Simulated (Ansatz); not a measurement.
# BaTiO3 (P4mm): converging the G0W0 gap

Wanted: a G0W0 gap for BaTiO3 (P4mm) that is converged in bands and cutoff, or an estimate of the limit.

Main program and level: Ansatz 0.2.0; G0W0 on PBE, plane waves, PAW.

Report form: the programs' logs are mostly left out.

The database entry behind the starting cell differs from later determinations by our own check (c/a about 0.6 % short), so it need not match the best structure at ambient conditions.

## 1. The structure

Symmetry: P4mm, No. 99, tetragonal system. The conventional cell has a = 4.000 Å, b = 4.000 Å, c = 4.018 Å, α = 90.00°, β = 90.00°, γ = 90.00°. Nearest to Ba lie 12 O at 2.79 to 2.88 Å. Nearest to Ti lie 6 O at 1.89 to 2.13 Å. O has 2 Ti at 1.89 to 2.13 Å and 4 Ba at 2.83 Å nearest. Nearest to O lie 2 Ti at 2.00 Å and 4 Ba at 2.79 to 2.88 Å. Farther neighbours and most contacts between anions are not listed.

The cell and positions come from the Crystallography Open Database and are kept as given unless a step says otherwise. Spin-orbit coupling is left out unless a step names it.

## 2. 168 empty bands, screening to 110 eV

Now the one-shot GW correction: screening in the RPA, then the self-energy of the levels asked for. This step takes hard PAW files.

File input.yaml:

```yaml
crystal:
  lattice:
    - [3.9998, 0.0, 0.0]
    - [0.0, 3.9998, 0.0]
    - [0.0, 0.0, 4.018]
  atoms:
    - { symbol: Ba, position: [0.0, 0.0, 0.0] }
    - { symbol: Ti, position: [0.5, 0.5, 0.49] }
    - { symbol: O, position: [0.5, 0.5, 0.019] }
    - { symbol: O, position: [0.5, 0.0, 0.517] }
    - { symbol: O, position: [0.0, 0.5, 0.517] }
kpoints:
  mp_grid: { grid: [6, 6, 6] }
hamiltonian:
  xc: pbe
  pseudopotentials: { kind: paw, source: ansatz }
scf:
  occupations: { method: fixed }
gw:
  n_empty_bands: 168
  ecut_chi: 110.0
  qp_bands: [v2, c2]
  qp_kpoints: band_edges
  screening: { model: contour_deformation }
```

Launch:

```sh
$ ansatz run input.yaml --threads 4 --pin off --max-ram 138240MiB --backend cuda --events-out ev --progress --plain --runs-dir out --devices 1 --max-vram 26GiB
```

Run time: 84 s. Hardware: 1 × NVIDIA H100 80GB HBM3 (shared by 3 runs) with 4 threads of AMD EPYC 7R13 (Zen 3), shared host; peak memory 1.9 GiB.

Numbers from this step:

```
bands summed                                 : 188
RPA ε∞ on this mesh (eigenvalues)            : 5.906, 6.294, 6.294
plane waves in the screening matrix          : 171
q-points in the mesh                         : 216
G0W0 gap on the mesh                         : 3.264 eV
k of the valence top                         : -0.5, -0.5, -0.5
k of the conduction bottom                   : 0, 0, 0
starting gap on the mesh                     : 1.830 eV
Z at the valence top                         : 0.7143
Z at the conduction bottom                   : 0.7343
least direct G0W0 gap on the computed points : 3.504 eV
```

The gap on the mesh goes from 1.83 eV to 3.26 eV, a correction of +1.43 eV. Between the two edge states, bare exchange in place of the xc potential would open the gap by 12.68 eV, and correlation takes back 11.24 eV.

## 3. 382 empty bands, screening to 190 eV

Bands and screening cutoff are moved together, since each hides the error of the other.

Changes to input.yaml since step 2:

```diff
@@ -19,4 +19,4 @@
 gw:
-  n_empty_bands: 168
-  ecut_chi: 110.0
+  n_empty_bands: 382
+  ecut_chi: 190.0
   qp_bands: [v2, c2]
```

Elapsed: 3.1 min, on 1 × NVIDIA H100 80GB HBM3 (shared by 3 runs) with 4 threads; peak memory 3.4 GiB; 5.8 min of CPU time.

Numbers from this step:

| Quantity | Value |
| --- | --- |
| bands summed | 402 |
| RPA ε∞ on this mesh (eigenvalues) | 5.885, 6.271, 6.271 |
| plane waves in the screening matrix | 389 |
| q-points in the mesh | 216 |
| G0W0 gap on the mesh | 3.296 eV |
| k of the valence top | -0.5, -0.5, -0.5 |
| k of the conduction bottom | 0, 0, 0 |
| starting gap on the mesh | 1.830 eV |
| Z at the valence top | 0.7087 |
| Z at the conduction bottom | 0.7309 |
| least direct G0W0 gap on the computed points | 3.550 eV |

Against the run with 6×6×6 mesh, 168 empty bands, screening to 110 eV, hard PAW files, the gap moves by +0.03 eV.

## 4. 647 empty bands, screening to 270 eV

Changes to input.yaml since step 3:

```diff
@@ -19,4 +19,4 @@
 gw:
-  n_empty_bands: 382
-  ecut_chi: 190.0
+  n_empty_bands: 647
+  ecut_chi: 270.0
   qp_bands: [v2, c2]
```

Wall time 5 min (1 × NVIDIA H100 80GB HBM3 (shared by 3 runs) with 4 threads); peak memory 6.1 GiB; 9.5 min of CPU time.

This step gave:

| Property | Result |
| --- | --- |
| bands summed | 667 |
| RPA ε∞ on this mesh (eigenvalues) | 5.879, 6.266, 6.266 |
| plane waves in the screening matrix | 619 |
| G0W0 gap on the mesh | 3.329 eV |
| k of the valence top | -0.5, -0.5, -0.5 |
| k of the conduction bottom | 0, 0, 0 |
| starting gap on the mesh | 1.830 eV |
| least direct G0W0 gap on the computed points | 3.590 eV |

Against the run with 6×6×6 mesh, 382 empty bands, screening to 190 eV, hard PAW files, the gap moves by +0.03 eV.

## 5. 1081 empty bands, screening to 380 eV

Changes to input.yaml since step 4:

```diff
@@ -19,4 +19,4 @@
 gw:
-  n_empty_bands: 647
-  ecut_chi: 270.0
+  n_empty_bands: 1081
+  ecut_chi: 380
   qp_bands: [v2, c2]
```

Elapsed: 10 min, on 1 × NVIDIA H100 80GB HBM3 (shared by 3 runs) with 4 threads; peak memory 12 GiB.

Numbers from this step:

```
bands summed                                 : 1101
RPA ε∞ on this mesh (eigenvalues)            : 5.876, 6.263, 6.263
plane waves in the screening matrix          : 1045
G0W0 gap on the mesh                         : 3.355 eV
k of the valence top                         : -0.5, -0.5, -0.5
k of the conduction bottom                   : 0, 0, 0
starting gap on the mesh                     : 1.830 eV
least direct G0W0 gap on the computed points : 3.620 eV
```

Against the run with 6×6×6 mesh, 647 empty bands, screening to 270 eV, hard PAW files, the gap moves by +0.03 eV.

## 6. The runs together

Times are wall times on 1 × NVIDIA H100 80GB HBM3 (shared by 3 runs) with 4 threads of AMD EPYC 7R13 (Zen 3), shared host, good to a factor of about two.

```
 mesh     files            frequency  bands summed  cutoff (eV)  start (eV)  G0W0 (eV)     time  host memory (GiB)
6×6×6  hard PAW  contour deformation           188          110       1.830      3.264     84 s                1.9
6×6×6  hard PAW  contour deformation           402          190       1.830      3.296  3.1 min                3.4
6×6×6  hard PAW  contour deformation           667          270       1.830      3.329    5 min                6.1
6×6×6  hard PAW  contour deformation          1101          380       1.830      3.355   10 min                 12
```

The parts of the quasiparticle energy at the two band edges (eV; QP = start + Σx + Σc − Vxc):

```
       run               edge  start      Σx     Σc     Vxc     Z     QP
 188 bands        valence top  10.32  -25.85   4.86  -20.79  0.71  10.12
 188 bands  conduction bottom  12.16  -12.63  -6.38  -20.24  0.73  13.38
 402 bands        valence top  10.32  -25.85   4.57  -20.79  0.71   9.83
 402 bands  conduction bottom  12.16  -12.63  -6.64  -20.24  0.73  13.13
 667 bands        valence top  10.32  -25.85   4.41  -20.79  0.71   9.67
 667 bands  conduction bottom  12.16  -12.63  -6.77  -20.24  0.73  13.00
1101 bands        valence top  10.32  -25.85   4.29  -20.79  0.70   9.55
1101 bands  conduction bottom  12.16  -12.63  -6.86  -20.24  0.73  12.91
```

## 7. Results

| Quantity | Value |
| --- | --- |
| 188 bands, 110 eV | 3.264 eV |
| 402 bands, 190 eV | 3.296 eV |
| 667 bands, 270 eV | 3.329 eV |
| 1101 bands, 380 eV | 3.355 eV |
| estimated limit in bands and cutoff | 3.40 eV |
| mesh and start | 6×6×6, PBE |

**Reading.** A line in one over the bands through the two highest rungs gives 3.40 eV, +0.04 eV from the top rung; the pair below gives 3.38 eV, in fair agreement. The rungs stand 0.13 eV (188 bands), 0.10 eV (402 bands), 0.07 eV (667 bands) and 0.04 eV (1101 bands) from it. From 188 to 1101 bands the gap moves by +0.09 eV while the time grows 7.3-fold. Σc changes by −0.56 eV at the valence top and −0.47 eV at the conduction bottom, so the levels themselves move more than the gap between them. The cheapest rung within 0.1 eV of this estimate is that with 402 bands (3.1 min). Gaps are over the mesh's points; an edge off the mesh would be missed. The many-body steps are scalar-relativistic: spin-orbit coupling is not in them.

[Paths, hosts, dates, memory and timing lines, banners, echoed tables and standing remarks are left out of the program output.]

[Logs are printed without paths, hosts, clocks, repeated set-up lines and the standing remarks that a program may print on its own settings, such as how far it seeks lower states.]

[Runs of the session that timed out or met a known fault of the program may be left out.]

[Cells called generated may have been cut or substituted from an entry of the Crystallography Open Database or the Materials Project.]

[Hosts, paths, dates, database ids (printed as entryN), source tags and the programs' standing remarks are cut or masked in the printed files.]
